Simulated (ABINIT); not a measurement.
# InP (F-43m): G0W0 with ABINIT, start to end

How does a plane-wave GW calculation on InP (F-43m) run from the first input to the gap?

Method: PBE and many-body steps on it, plane waves, in ABINIT 10.8.3.

**1. The structure**

It takes space group F-43m (No. 216, cubic). The conventional cell has a = 5.869 Å, b = 5.869 Å, c = 5.869 Å, α = 90.00°, β = 90.00°, γ = 90.00°. Nearest to In lie 4 P at 2.54 Å. Nearest to P lie 4 In at 2.54 Å. Farther neighbours are not listed.

The cell and positions come from the Crystallography Open Database and are kept as given unless a step says otherwise.

**2. Ground state**

This step: ABINIT 10.8.3; DFT, PBE with spin-orbit coupling, plane waves, norm-conserving pseudopotentials.

The ground-state density comes first.

Input file run.abi:

```
acell 3*1.0 Angstrom
rprim 
  -0.000000000000 2.934350000000 2.934350000000
  2.934350000000 -0.000000000000 2.934350000000
  2.934350000000 2.934350000000 -0.000000000000
ntypat 2
znucl 49 15
natom 2
typat 1 2
xred 
  0.000000000000 0.000000000000 0.000000000000
  0.250000000000 0.250000000000 0.250000000000
pp_dirpath "pseudos"
pseudos "In.upf, P.upf"
ecut 33
nspinor 2
ngkpt 6 6 6
nshiftk 1
shiftk 0 0 0
kptopt 1
chksymbreak 0
nband 36
occopt 1
tolvrs 1e-10
nstep 60
prtwf 0
optforces 0
optstress 0
indata_prefix "in"
outdata_prefix "out"
tmpdata_prefix "tmp"
```

Launch:

```
$ OMP_NUM_THREADS=1 mpirun -n 8 abinit run.abi > log
```

Numbers of over 12 decimals in the logs are rounded to 6 here.

Output:

```text
.Version 10.8.3 of ABINIT. v10.8.2 released Aug 2026.

 Symmetries : space group F-4 3 m (#216); Bravais cF (face-center cubic)
================================================================================
 Values of the parameters that define the memory need of the present run
     intxc =       0    ionmov =       0      iscf =       7    lmnmax =      16
     lnmax =      16     mgfft =      45  mpssoang =       5    mqgrid =    3001
     natom =       2  nloc_mem =       1    nspden =       1   nspinor =       2
    nsppol =       1      nsym =      24    n1xccc =    2501    ntypat =       2
    occopt =       1   xclevel =       2
-    mband =          36        mffmem =           1         mkmem =           2
       mpw =        3119          nfft =       91125          nkpt =          16
================================================================================
  Rough estimation (10% accuracy) of disk space for files :
================================================================================

--------------------------------------------------------------------------------
------------- Echo of variables that govern the present computation ------------
--------------------------------------------------------------------------------
 -outvars: echo values of preprocessed input variables --------
            acell      1.8897261259E+00  1.8897261259E+00  1.8897261259E+00 Bohr

      chksymbreak           0
             ecut      3.30000000E+01 Hartree
-          fftalg         312

              ixc     -101130
              kpt      0.00000000E+00  0.00000000E+00  0.00000000E+00
                       1.66666667E-01  0.00000000E+00  0.00000000E+00
                       3.33333333E-01  0.00000000E+00  0.00000000E+00
                       5.00000000E-01  0.00000000E+00  0.00000000E+00
                       1.66666667E-01  1.66666667E-01  0.00000000E+00
                       3.33333333E-01  1.66666667E-01  0.00000000E+00
                       5.00000000E-01  1.66666667E-01  0.00000000E+00
                      -3.33333333E-01  1.66666667E-01  0.00000000E+00
                      -1.66666667E-01  1.66666667E-01  0.00000000E+00
   [... 5 further rows ...]
                      -3.33333333E-01  3.33333333E-01  1.66666667E-01
                      -3.33333333E-01  5.00000000E-01  1.66666667E-01
         kptrlatt        6    0    0      0    6    0      0    0    6
          kptrlen      4.70518853E+01
P           mkmem           2
            natom           2
            nband          36
            ngfft          45      45      45
             nkpt          16
          nspinor           2
            nstep          60
             nsym          24
           ntypat           2
              occ      1.000000  1.000000  1.000000  1.000000  1.000000  1.000000
                       1.000000  1.000000  1.000000  1.000000  1.000000  1.000000
                       1.000000  1.000000  1.000000  1.000000  1.000000  1.000000
                       1.000000  1.000000  1.000000  1.000000  1.000000  1.000000
                       1.000000  1.000000  0.000000  0.000000  0.000000  0.000000
                       0.000000  0.000000  0.000000  0.000000  0.000000  0.000000
        optforces           0
        optstress           0
            prtwf           0
            rprim     -0.0000000000E+00  2.9343500000E+00  2.9343500000E+00
[...]
spgroup         216

           tolvrs      1.00000000E-10

             xred      0.0000000000E+00  0.0000000000E+00  0.0000000000E+00
[...]
znucl       49.00000   15.00000

================================================================================

 chkinp: Checking input parameters for consistency.

================================================================================
== DATASET  1 ==================================================================
-   mpi_nproc: 8, omp_nthreads: 1 (-1 if OMP is not activated)

--- !DatasetInfo
iteration_state: {dtset: 1, }
dimensions: {natom: 2, nkpt: 16, mband: 36, nsppol: 1, nspinor: 2, nspden: 1, mpw: 3119, }
cutoff_energies: {ecut:  33.0, pawecutdg:  -1.0, }
electrons: {nelect:   2.60000000E+01, charge:   0.00000000E+00, occopt:   1.00000000E+00, tsmear:   1.00000000E-02, }

 Real(R)+Recip(G) space primitive vectors, cartesian coordinates (Bohr,Bohr^-1):
 R(1)=  0.0000000  5.5451179  5.5451179  G(1)= -0.0901694  0.0901694  0.0901694
 R(2)=  5.5451179  0.0000000  5.5451179  G(2)=  0.0901694 -0.0901694  0.0901694
 R(3)=  5.5451179  5.5451179  0.0000000  G(3)=  0.0901694  0.0901694 -0.0901694
 Unit cell volume ucvol=  3.4100625E+02 bohr^3
 Angles (23,13,12)=  6.00000000E+01  6.00000000E+01  6.00000000E+01 degrees

 getcut: wavevector=  0.0000  0.0000  0.0000  ngfft=  45  45  45
         ecut(hartree)=     33.000   => boxcut(ratio)=   2.16973

--- Pseudopotential description ------------------------------------------------
- In Generated using ONCVPSP code by D. R. Hamann
- 49.00000  21.00000  180506                  znucl, zion, pspdat
12 -101130 2 -1 1986                          pspcod,pspxc,lmax,lloc,mmax
     nproj     2     4     2     0
     spin-orbit psp
        nprojso     4     4     0
  pspatm : epsatm=   33.78520267
         --- l  ekb(1:nproj) -->
[...]
1    2.501599   -1.163416    0.002939   -0.000034
[...]
spin-orbit 1    0.465209   -0.119786    0.028195   -0.000743
  spin-orbit 2    0.049413    0.017065   -0.000103   -0.000031
 pspatm: atomic psp has been read  and splines computed

- P Generated using ONCVPSP code by D. R. Hamann
- 15.00000   5.00000  180423                  znucl, zion, pspdat
12 -101130 2 -1 1298                          pspcod,pspxc,lmax,lloc,mmax
     nproj     2     3     2     0
     spin-orbit psp
        nprojso     3     3     0
  pspatm : epsatm=    8.06211112
         --- l  ekb(1:nproj) -->
[...]
1    3.371810    0.885290    0.000254
             2   -3.154886   -0.827406
  spin-orbit 1    0.099751   -0.022775    0.007813
  spin-orbit 2    0.001367    0.000277   -0.000084
 pspatm: atomic psp has been read  and splines computed

   1.08803016E+03                                ecore*ucvol(ha*bohr**3)
--------------------------------------------------------------------------------

_setup2: Arith. and geom. avg. npw (full set) are    3085.792    3085.771

================================================================================

--- !BeginCycle
iteration_state: {dtset: 1, }
solver: {iscf: 7, nstep: 60, nline: 4, wfoptalg: 0, }
tolerances: {tolvrs: 1.00E-10, }

     iter   Etot(hartree)      deltaE(h)  residm     vres2
 ETOT  1  -205.96878398061    -2.060E+02 2.193E-01 1.813E+02
 ETOT  2  -206.35779619499    -3.890E-01 1.100E-02 2.013E+01
 ETOT  3  -206.36041912496    -2.623E-03 8.942E-04 8.090E-01
 ETOT  4  -206.36046936949    -5.024E-05 7.425E-04 1.739E-01
 ETOT  5  -206.36048881732    -1.945E-05 2.912E-05 1.036E-02
 ETOT  6  -206.36049140414    -2.587E-06 1.908E-05 2.056E-03
 ETOT  7  -206.36049171741    -3.133E-07 4.856E-06 4.173E-06
 ETOT  8  -206.36049171801    -5.922E-10 6.337E-06 2.702E-07
 ETOT  9  -206.36049171803    -2.137E-11 3.922E-06 1.610E-08
 ETOT 10  -206.36049171803    -2.615E-12 6.115E-06 3.746E-10
 ETOT 11  -206.36049171803     4.832E-13 3.919E-06 5.531E-12

 At SCF step   11       vres2   =  5.53E-12 < tolvrs=  1.00E-10 =>converged.

--- !ResultsGS
iteration_state: {dtset: 1, }
comment   : Summary of ground state results
lattice_vectors:
- [ -0.0000000,   5.5451179,   5.5451179, ]
- [  5.5451179,  -0.0000000,   5.5451179, ]
- [  5.5451179,   5.5451179,  -0.0000000, ]
lattice_lengths: [   7.84198,    7.84198,    7.84198, ]
lattice_angles: [ 60.000,  60.000,  60.000, ] # degrees, (23, 13, 12)
lattice_volume:   3.4100625E+02
convergence: {deltae:  4.832E-13, res2:  5.531E-12, residm:  3.919E-06, diffor:  0.000E+00, }
etotal    :  -2.06360492E+02
entropy   :   0.00000000E+00
fermie    :   1.82107001E-01
cartesian_stress_tensor: null
pressure_GPa: null
xred      :
- [  0.0000E+00,   0.0000E+00,   0.0000E+00, In]
- [  2.5000E-01,   2.5000E-01,   2.5000E-01,  P]
cartesian_forces: null
force_length_stats: {min: null, max: null, mean: null, }

 Integrated electronic density in atomic spheres:
 ------------------------------------------------
 Atom  Sphere_radius  Integrated_density
    1        2.00000         17.83388495
    2        2.00000          2.76358331
================================================================================

 ----iterations are completed or convergence reached----

 Mean square residual over all n,k,spin=   10.283E-09; max=  39.193E-07
 reduced coordinates (array xred) for    2 atoms
       0.000000000000      0.000000000000      0.000000000000
       0.250000000000      0.250000000000      0.250000000000
 rms dE/dt=  0.0000E+00; max dE/dt=  0.0000E+00; dE/dt below (all hartree)
    1       0.000000000000      0.000000000000      0.000000000000
    2       0.000000000000      0.000000000000      0.000000000000

 cartesian coordinates (angstrom) at end:
    1      0.000000     0.000000     0.000000
    2      1.467175     1.467175     1.467175
 length scales=  1.889726125908  1.889726125908  1.889726125908 bohr
              =  1.000000000000  1.000000000000  1.000000000000 angstroms
 prteigrs : about to open file out_EIG
 Fermi (or HOMO) energy (hartree) =   0.18211   Average Vxc (hartree)=  -0.34742
 Eigenvalues (hartree) for nkpt=  16  k points:
 kpt#   1, nband= 36, wtk=  0.00463, kpt=  0.0000  0.0000  0.0000 (reduced coord)
  -4.04392   -4.04392   -2.68807   -2.68807   -2.44377   -2.44377   -2.44377   -2.44377
  -0.35699   -0.35699   -0.35699   -0.35699   -0.32820   -0.32820   -0.32451   -0.32451
  -0.32451   -0.32451   -0.24132   -0.24132    0.17847    0.17847    0.18211    0.18211
   0.18211    0.18211    0.20638    0.20638    0.31979    0.31979    0.33654    0.33654
   0.33654    0.33654    0.49631    0.49631
 prteigrs : prtvol=0 or 1, do not print more k-points.

--- !EnergyTerms
iteration_state     : {dtset: 1, }
comment             : Components of total free energy in Hartree
kinetic             :  7.01875919780023E+01
hartree             :  7.45252683702042E+01
xc                  : -3.01426968094053E+01
Ewald energy        : -1.03918092430690E+02
psp_core            :  3.19064579415566E+00
local_psp           : -2.04392545437777E+02
non_local_psp       : -1.58106631825182E+01
total_energy        : -2.06360491718029E+02
total_energy_eV     : -5.61535504604984E+03
band_energy         : -2.65210889727072E+01

== END DATASET(S) ==============================================================
================================================================================

 -outvars: echo values of variables after computation  --------
           etotal     -2.0636049172E+02
            nband          36
             nkpt          16
          spgroup         216
 [... the other variables as echoed above ...]

 Calculation completed.
```

Run time: 17 s. Hardware: 8 MPI ranks of AMD EPYC 9R45, shared host; peak memory 0.74 GiB; 2.2 min of CPU time.

Numbers from this step:

```
total energy               : -5615.3550 eV
gap                        : 0.6604 eV
k of the valence top       : 0, 0, 0
k of the conduction bottom : 0, 0, 0
least direct gap           : 0.6604 eV
```

The gap is direct, at Γ.

**3. Bands along the symmetry lines**

Levels along a band path, at the cheap level, show where the edges lie and whether the meshes to come will hold them.

Input file run.abi:

```
acell 3*1.0 Angstrom
rprim 
  -0.000000000000 2.934350000000 2.934350000000
  2.934350000000 -0.000000000000 2.934350000000
  2.934350000000 2.934350000000 -0.000000000000
ntypat 2
znucl 49 15
natom 2
typat 1 2
xred 
  0.000000000000 0.000000000000 0.000000000000
  0.250000000000 0.250000000000 0.250000000000
pp_dirpath "pseudos"
pseudos "In.upf, P.upf"
ecut 33
nspinor 2
iscf -2
irdden 1
kptopt 0
nkpt 26
kpt 
  0.00000000 0.00000000 0.00000000
  -0.12500000 -0.12500000 0.00000000
  -0.25000000 -0.25000000 0.00000000
  -0.37500000 -0.37500000 0.00000000
  -0.50000000 -0.50000000 0.00000000
  -0.46875000 -0.46875000 0.06250000
  -0.43750000 -0.43750000 0.12500000
  -0.40625000 -0.40625000 0.18750000
  -0.37500000 -0.37500000 0.25000000
  -0.37500000 0.00000000 0.37500000
  -0.28125000 0.00000000 0.28125000
  -0.18750000 0.00000000 0.18750000
  -0.09375000 0.00000000 0.09375000
  0.00000000 0.00000000 0.00000000
  0.00000000 0.00000000 0.12500000
  0.00000000 0.00000000 0.25000000
  0.00000000 0.00000000 0.37500000
  -0.00000000 -0.00000000 0.50000000
  -0.12500000 -0.06250000 0.43750000
  -0.25000000 -0.12500000 0.37500000
  -0.37500000 -0.18750000 0.31250000
  -0.50000000 -0.25000000 0.25000000
  -0.50000000 -0.31250000 0.18750000
  -0.50000000 -0.37500000 0.12500000
  -0.50000000 -0.43750000 0.06250000
  -0.50000000 -0.50000000 0.00000000
istwfk *1
nband 42
nbdbuf 6
tolwfr 1e-08
nstep 40
prtwf 0
prtvol 0
indata_prefix "in"
outdata_prefix "out"
tmpdata_prefix "tmp"
```

Output:

```text
.Version 10.8.3 of ABINIT. v10.8.2 released Aug 2026.

 Symmetries : space group F-4 3 m (#216); Bravais cF (face-center cubic)
[... echo of the input left out ...]
== DATASET  1 ==================================================================
-   mpi_nproc: 8, omp_nthreads: 1 (-1 if OMP is not activated)

--- !DatasetInfo
iteration_state: {dtset: 1, }
dimensions: {natom: 2, nkpt: 26, mband: 42, nsppol: 1, nspinor: 2, nspden: 1, mpw: 3119, }
cutoff_energies: {ecut:  33.0, pawecutdg:  -1.0, }
electrons: {nelect:   2.60000000E+01, charge:   0.00000000E+00, occopt:   1.00000000E+00, tsmear:   1.00000000E-02, }

 Real(R)+Recip(G) space primitive vectors, cartesian coordinates (Bohr,Bohr^-1):
 R(1)=  0.0000000  5.5451179  5.5451179  G(1)= -0.0901694  0.0901694  0.0901694
 R(2)=  5.5451179  0.0000000  5.5451179  G(2)=  0.0901694 -0.0901694  0.0901694
 R(3)=  5.5451179  5.5451179  0.0000000  G(3)=  0.0901694  0.0901694 -0.0901694
 Unit cell volume ucvol=  3.4100625E+02 bohr^3
 Angles (23,13,12)=  6.00000000E+01  6.00000000E+01  6.00000000E+01 degrees

 getcut: wavevector=  0.0000  0.0000  0.0000  ngfft=  45  45  45
         ecut(hartree)=     33.000   => boxcut(ratio)=   2.16973

--- Pseudopotential description ------------------------------------------------
- In Generated using ONCVPSP code by D. R. Hamann
- 49.00000  21.00000  180506                  znucl, zion, pspdat
12 -101130 2 -1 1986                          pspcod,pspxc,lmax,lloc,mmax
     nproj     2     4     2     0
     spin-orbit psp
        nprojso     4     4     0
  pspatm : epsatm=   33.78520267
         --- l  ekb(1:nproj) -->
             0   -0.549339    8.455817
             1    2.501599   -1.163416    0.002939   -0.000034
             2   -3.303827   -0.945305
  spin-orbit 1    0.465209   -0.119786    0.028195   -0.000743
  spin-orbit 2    0.049413    0.017065   -0.000103   -0.000031
 pspatm: atomic psp has been read  and splines computed

- P Generated using ONCVPSP code by D. R. Hamann
- 15.00000   5.00000  180423                  znucl, zion, pspdat
12 -101130 2 -1 1298                          pspcod,pspxc,lmax,lloc,mmax
     nproj     2     3     2     0
     spin-orbit psp
        nprojso     3     3     0
  pspatm : epsatm=    8.06211112
         --- l  ekb(1:nproj) -->
             0    1.052847    6.598958
             1    3.371810    0.885290    0.000254
[...]
spin-orbit 1    0.099751   -0.022775    0.007813
  spin-orbit 2    0.001367    0.000277   -0.000084
 pspatm: atomic psp has been read  and splines computed

--------------------------------------------------------------------------------

================================================================================
 prteigrs : about to open file out_EIG
 Non-SCF case, kpt    1 (  0.00000  0.00000  0.00000), residuals and eigenvalues=
[...]
Non-SCF case, kpt    2 ( -0.12500 -0.12500  0.00000), residuals and eigenvalues=
[...]
4.47E-05  1.60E-04
[...]
Non-SCF case, kpt    3 ( -0.25000 -0.25000  0.00000), residuals and eigenvalues=
[...]
1.11E-04  2.44E-04
[...]
Non-SCF case, kpt   25 ( -0.50000 -0.43750  0.06250), residuals and eigenvalues=
[...]
Non-SCF case, kpt   26 ( -0.50000 -0.50000  0.00000), residuals and eigenvalues=
[...]
5.1916E-01  5.1916E-01  5.2676E-01  5.2676E-01  5.3677E-01  5.3677E-01
  5.7692E-01  5.7692E-01  6.1378E-01  6.1378E-01  6.1446E-01  6.1446E-01

--- !ResultsGS
iteration_state: {dtset: 1, }
comment   : Summary of ground state results
lattice_vectors:
- [ -0.0000000,   5.5451179,   5.5451179, ]
- [  5.5451179,  -0.0000000,   5.5451179, ]
- [  5.5451179,   5.5451179,  -0.0000000, ]
lattice_lengths: [   7.84198,    7.84198,    7.84198, ]
lattice_angles: [ 60.000,  60.000,  60.000, ] # degrees, (23, 13, 12)
lattice_volume:   3.4100625E+02
convergence: {deltae:  0.000E+00, res2:  0.000E+00, residm:  9.989E-09, diffor:  0.000E+00, }
etotal    :  -2.06360492E+02
entropy   :   0.00000000E+00
fermie    :   1.82107001E-01
cartesian_stress_tensor: null
pressure_GPa: null
xred      :
- [  0.0000E+00,   0.0000E+00,   0.0000E+00, In]
- [  2.5000E-01,   2.5000E-01,   2.5000E-01,  P]
cartesian_forces: null
force_length_stats: {min: null, max: null, mean: null, }

 Integrated electronic density in atomic spheres:
 ------------------------------------------------
 Atom  Sphere_radius  Integrated_density
[...]
================================================================================

 ----iterations are completed or convergence reached----

 Mean square residual over all n,k,spin=   46.507E-10; max=  99.885E-10
 reduced coordinates (array xred) for    2 atoms
       0.000000000000      0.000000000000      0.000000000000
       0.250000000000      0.250000000000      0.250000000000

 cartesian coordinates (angstrom) at end:
    1      0.000000     0.000000     0.000000
    2      1.467175     1.467175     1.467175
 length scales=  1.889726125908  1.889726125908  1.889726125908 bohr
              =  1.000000000000  1.000000000000  1.000000000000 angstroms
 prteigrs : about to open file out_EIG
 Eigenvalues (hartree) for nkpt=  26  k points:
 kpt#   1, nband= 42, wtk=  1.00000, kpt=  0.0000  0.0000  0.0000 (reduced coord)
[...]
kpt#   2, nband= 42, wtk=  1.00000, kpt= -0.1250 -0.1250  0.0000 (reduced coord)
[...]
kpt#   3, nband= 42, wtk=  1.00000, kpt= -0.2500 -0.2500  0.0000 (reduced coord)
[...]
kpt#  25, nband= 42, wtk=  1.00000, kpt= -0.5000 -0.4375  0.0625 (reduced coord)
[...]
0.61729    0.61736
 kpt#  26, nband= 42, wtk=  1.00000, kpt= -0.5000 -0.5000  0.0000 (reduced coord)
[...]
0.09783    0.09783    0.24588    0.24588    0.26444    0.26444    0.51916    0.51916
   0.52676    0.52676    0.53677    0.53677    0.57692    0.57692    0.61378    0.61378
   0.61446    0.61446

== END DATASET(S) ==============================================================
================================================================================

 -outvars: echo values of variables after computation  --------
            nband          42
             nkpt          26
          spgroup         216
 [... the other variables as echoed above ...]

 Calculation completed.
```

Wall time 16 s (8 MPI ranks); peak memory 0.69 GiB.

This step gave:

* gap: 0.6604 eV
* k of the valence top: 0, 0, 0
* k of the conduction bottom: 0, 0, 0
* least direct gap: 0.6604 eV

The gap is 0.660 eV, as in the run before at this level.

The electronic bands at the labelled points (eV, zero at the top of the highest filled band):

```tsv
point	band 23	band 24	band 25	band 26	band 27	band 28	band 29	band 30
Γ	0.00	0.00	0.00	0.00	0.66	0.66	3.75	3.75
halfway	-1.48	-1.48	-1.39	-1.39	2.45	2.45	3.09	3.09
X	-2.39	-2.39	-2.29	-2.29	1.74	1.74	2.24	2.24
halfway	-2.81	-2.73	-2.24	-2.23	2.00	2.02	2.83	2.86
U	-3.37	-3.28	-1.97	-1.96	2.33	2.33	4.34	4.36
jump to K	-3.37	-3.28	-1.97	-1.96	2.33	2.33	4.34	4.36
halfway	-2.08	-1.99	-0.61	-0.59	2.79	2.79	4.54	4.73
Γ	0.00	0.00	0.00	0.00	0.66	0.66	3.75	3.75
halfway	-0.64	-0.64	-0.55	-0.53	1.75	1.75	4.61	4.61
L	-1.06	-1.06	-0.94	-0.94	1.46	1.46	4.68	4.68
halfway	-2.76	-2.67	-1.70	-1.62	3.11	3.14	4.12	4.19
W	-3.05	-2.97	-2.91	-2.86	4.26	4.26	4.33	4.35
halfway	-2.76	-2.68	-2.63	-2.60	2.62	2.69	3.07	3.08
X	-2.39	-2.39	-2.29	-2.29	1.74	1.74	2.24	2.24
```

[end of part 1 of 2]

[Paths, hosts, dates, memory and timing lines, banners, echoed tables and standing remarks are left out of the program output.]

[Logs are printed without paths, hosts, clocks, repeated set-up lines and the standing remarks that a program may print on its own settings, such as how far it seeks lower states.]

[Runs of the session that timed out or met a known fault of the program may be left out.]

[Hosts, paths, dates, database ids (printed as entryN), source tags and the programs' standing remarks are cut or masked in the printed files.]

[G0W0 gaps are taken among the corrected bands and points alone; a level outside them can change the order at an edge.]

[Where Ansatz stands beside ABINIT at settings called matched, ABINIT's density can come from a denser mesh and the files from another edition; pairs whose starting gaps differed by over 0.03 eV were left out, so agreement reads better than it is.]
